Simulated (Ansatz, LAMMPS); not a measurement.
# A vacancy of Ga at several sites of 69In2O3-31Ga2O3 (mol %) with crystalline order left by the classical run (80 atoms): runs compared

Aim: make a vacancy of Ga at several sites of 69In2O3-31Ga2O3 (mol %) with crystalline order left by the classical run (80 atoms), relax each, and compare their energies.

Computed with Ansatz 0.2.0: Kohn-Sham DFT, PBEsol, PAW (set soft_2), plane waves.

### 1. The cell as built

The cell holds 80 atoms: 22 In, 10 Ga and 48 O. Cell: a = 10.110 Å, b = 10.110 Å, c = 10.110 Å, α = 90.0°, β = 90.0°, γ = 90.0°. 80 atoms (22 Sc, 10 Fe, 48 O) placed at random at 3.87 g/cm³, melted at 5000 K for 10 ps at fixed volume with the Morse and Coulomb pair potential with partial charges (Pedone, Malavasi, Menziani, Cormack and Segre, J. Phys. Chem. B 110, 11780 (2006)). Quenched from 5000 K to 300 K at 20 K/ps and fixed volume, held 10 ps at zero pressure, then minimised at fixed cell. Then Sc was replaced by In, Fe was replaced by Ga and the cell scaled by 1.027 (the potential has no terms for the new elements, so the cell is a start for a DFT relaxation).

Limits known from the start: The quench rate of 20 K/ps far exceeds what a furnace or splat quench reaches, so expect more defects and frozen-in strain than in a real sample. The network of bonds at the start is that of the classical potential that made the cell, and needn't be the one that DFT or experiment would give. Only the Γ point is sampled, in a cell whose shortest periodic width is 10 Å.

### 2. The reference run

The reference is a single point at the end of the relaxation.

Every defect cell starts from the geometry of this run and is relaxed in the fixed cell.

Its input, with most atom lines left out:

```yaml
crystal:
  lattice:
    - [10.10958, 0.0, 0.0]
    - [0.0, 10.10958, 0.0]
    - [0.0, 0.0, 10.10958]
  atoms:
    - { symbol: In, position: [0.79966, 0.19214, 0.05099] }
    - { symbol: In, position: [0.5589, 0.47023, 0.55191] }
    - { symbol: In, position: [0.76721, 0.71689, 0.06249] }
    - { symbol: In, position: [0.60533, 0.38582, 0.20598] }
    - { symbol: In, position: [0.62373, 0.91054, 0.56304] }
    - { symbol: In, position: [0.27945, 0.95634, 0.39812] }
    - { symbol: In, position: [0.9929, 0.97281, 0.22689] }
    [... atom lines 8 to 80 left out ...]
kpoints:
  mp_grid: { grid: [1, 1, 1] }
hamiltonian:
  xc: pbesol
scf:
  occupations: { method: gaussian, width: 0.025 }
output:
  forces: true
  stress: true
  populations: true
  dos:
    method: { smearing: { sigma: 0.08 } }
    de: 0.1
    projected: { site_lists: { Ga: [Ga], In: [In], O: [O] } }
  eigenvalues: true
  write_density: true
  write_potential: true
  volumetric_format: npy
  elf: true
```

```
free energy per atom   : -2323.9558 eV/atom
r.m.s. force component : 0.00596 eV/Å
pressure               : -1.71 GPa
```

Filled and empty levels are parted by 1.02 eV (at Γ alone); a semilocal functional tends to put such gaps too low. In a disordered cell it changes from sample to sample, and tail or defect levels can set it.

### 3. The runs

Each row is one run, on 4 threads of Intel Xeon 6975P-C (Granite Rapids), shared host. The free energy is the program's total, comparable only between runs with the same functional, potentials and atoms.

```csv
run,atoms,outcome,"ionic steps, all passes",free energy (eV),time,host memory (GiB)
Single point at the start,80,converged,-,-185912.511,7.9 s,1.6
Relaxation,80,converged,14,-185916.461,82 s,1.7
Single point at the relaxed geometry,80,converged,-,-185916.461,12 s,1.6
"Vacancy of Ga, site Ga30",79,converged,11,-182164.830,1.8 min,1.7
"Vacancy of Ga, site Ga24",79,converged,13,-182165.558,2.1 min,1.7
"Vacancy of Ga, site Ga32",79,converged,26,-182166.242,4.3 min,1.7
"Vacancy of Ga, site Ga23",79,converged,17,-182165.118,2.7 min,1.7
"Vacancy of Ga, site Ga28",79,converged,24,-182165.551,4.5 min,1.7
"Vacancy of Ga, site Ga29",79,converged,14,-182164.913,2.5 min,1.7
```

The surroundings of site Ga32, the cheapest one, after relaxation: 12 atoms, nearest first, with positions taken from that point. Atoms keep their numbers of the cell before the removal, where the removed atom was number 32.

```csv
atom,x,y,z,distance (Å),bonds
O70,0.88,1.73,-0.08,1.95,3
O74,-1.37,-1.49,-0.16,2.03,3
O42,1.25,-0.78,1.48,2.09,3
O48,1.34,-1.22,-1.82,2.57,3
Ga30,0.33,2.05,1.65,2.65,4
In6,-0.36,-2.20,1.55,2.72,6
O49,-1.89,1.38,-1.77,2.93,3
In8,2.35,-1.95,-0.08,3.05,6
In14,-0.39,-2.47,-1.76,3.06,6
In16,-0.21,2.66,-1.71,3.17,6
O65,-1.49,1.76,2.34,3.29,3
O60,0.63,-3.35,0.03,3.41,4
```

The column of bonds counts only the pairs O-O within 1.49 Å, O-In within 2.77 Å, O-Ga within 2.33 Å; other neighbours, such as metal atoms beside each other in a compound, aren't counted, and periodic images can show an atom twice.

### 4. The sites compared

All these cells hold the same atoms, so their energies can be compared with no chemical potential.

```csv
site,neighbours,mean distance (Å),atoms within 6 Å,energy over the best site (eV),before relaxation (eV),gain on relaxing (eV)
Ga32,O5,1.99,71,0.00,0.16,3.34
Ga24,O6,2.05,68,0.68,0.00,2.50
Ga28,O5,1.99,66,0.69,0.06,2.55
Ga23,O4,1.90,63,1.12,0.10,2.16
Ga29,O4,1.92,62,1.33,0.12,1.98
Ga30,O4,1.92,68,1.41,0.00,1.77
```

Neighbours are those of the relaxed host within 2.33 Å (O-Ga); other pairs aren't counted.

### 5. Findings

The cheapest site is Ga32 (5 neighbours, O5); the dearest, Ga30 (4 neighbours, O4), costs 1.4 eV more. By coordination the energies over the best site are 1.12 to 1.41 eV with 4 neighbours, 0.00 to 0.69 eV with 5 neighbours and 0.68 eV with 6 neighbours. The chemistry differs between sites, which can decide the order more than coordination does: at Ga32 an O–O bond under 1.6 Å formed. Relaxation changes the order: the best site before relaxing was Ga30.

Caveats: Defects are neutral and interact with their images. In a disordered cell the relaxation can also rearrange atoms far from the site. Only 6 of the 10 Ga sites were tried; unless symmetry makes the others alike to these, a cheaper one may exist. The change leaves an odd electron count, and these runs have no spin polarisation. The stress is far from hydrostatic: its diagonal is -2.5, 0.3, -3.0 GPa, compression counted positive. The pressure of -1.7 GPa says that the cell would shrink at this level of theory.

The DFT runs together took 20 min of wall time.

[Logs are printed without paths, hosts, clocks, repeated set-up lines and the standing remarks that a program may print on its own settings, such as how far it seeks lower states.]

[Hosts, paths, dates, database ids (printed as entryN), source tags and the programs' standing remarks are cut or masked in the printed files.]
